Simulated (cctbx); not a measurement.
# Interatomic vectors of TbMnCo

Space group Cmcm (no. 63), a = 3.4070 Å, b = 16.6890 Å, c = 3.6980 Å, α = 90.00°, β = 90.00°, γ = 90.00°, content Tb4 Co4 Mn4.

Simulated single-crystal data (cctbx): Mo Kα, λ = 0.71073 Å, to d = 0.75 Å, 80 % of the full sphere, strongest reflection 20000 counts, noise from counting, a 1.5 % proportional error and a noise floor of 2 counts (s.d.); no absorption, some extinction.

Patterson synthesis, origin scaled to 1000:

```text
Patterson group C m m m
      u       v       w   height  length (A)
  0.000   0.000   0.000   1000.0     0.00
  0.000   0.175   0.500    411.9     3.46
  0.000   0.367   0.000    295.4     6.12
  0.000   0.458   0.500    294.6     7.86
  0.000   0.383   0.500    258.7     6.66
  0.000   0.207   0.000    248.2     3.45
  0.000   0.252   0.500     91.4     4.60
  0.000   0.159   0.000     85.5     2.65
  0.000   0.097   0.500     56.5     2.45
  0.222   0.049   0.000     20.8     1.11
  0.116   0.055   0.122     18.5     1.10
  0.000   0.070   0.000     18.4     1.16
  0.244   0.217   0.500     17.8     4.15
  0.236   0.500   0.139     17.5     8.40
```

**Question.** Which atom pairs make the peaks, and where is the heaviest atom?

A peak at u stands for all pairs with xi − xj = u, with weight Σ ZiZj against Σ Z² = 22316 at the origin. Peak heights follow these weights only roughly, since form factors, motion and series ripples differ, all vectors within 0.55 Å of a peak are counted as merged into it though the farther ones add only part of their weight, and F(000) is left out, which lowers the whole map:

| u | v | w | shortest length (Å) | height | 1000 ΣZiZj/ΣZ² | pairs in the cell |
| --- | --- | --- | --- | --- | --- | --- |
| 0.000 | 0.175 | 0.500 | 3.46 | 412 | 379 | 2 × Tb–Tb |
| 0.000 | 0.367 | 0.000 | 2.80 | 295 | 315 | 4 × Tb–Co |
| 0.000 | 0.458 | 0.500 | 2.61 | 295 | 315 | 4 × Tb–Co |
| 0.000 | 0.383 | 0.500 | 3.18 | 259 | 347 | 4 × Tb–Mn, 2 × Mn–Mn |
| 0.000 | 0.207 | 0.000 | 3.45 | 248 | 291 | 4 × Tb–Mn |
| 0.000 | 0.252 | 0.500 | 4.59 | 91 | 121 | 4 × Co–Mn |
| 0.000 | 0.159 | 0.000 | 2.65 | 86 | 121 | 4 × Co–Mn |
| 0.000 | 0.097 | 0.500 | 2.46 | 56 | 65 | 2 × Co–Co |

The table stops at ten peaks or at a height of 45, below which ripples compete. In the model behind the data Tb, the heaviest element, has 1 independent site: (0, 0.5874, 1/4), up to an allowed shift of origin; the Tb–Tb vectors are differences of these positions and their symmetry mates. The whole model:

```csv
atom,mult.,x,y,z,Ueq (Å²)
Tb1,4,0,0.5874,1/4,0.0029
Co1,4,0,0.9546,1/4,0.0044
Mn1,4,0,0.7949,1/4,0.0044
```

This is a model crystal, built by substitution and not relaxed, with assumed displacement parameters.

[Logs are printed without paths, hosts, clocks, repeated set-up lines and the standing remarks that a program may print on its own settings, such as how far it seeks lower states.]
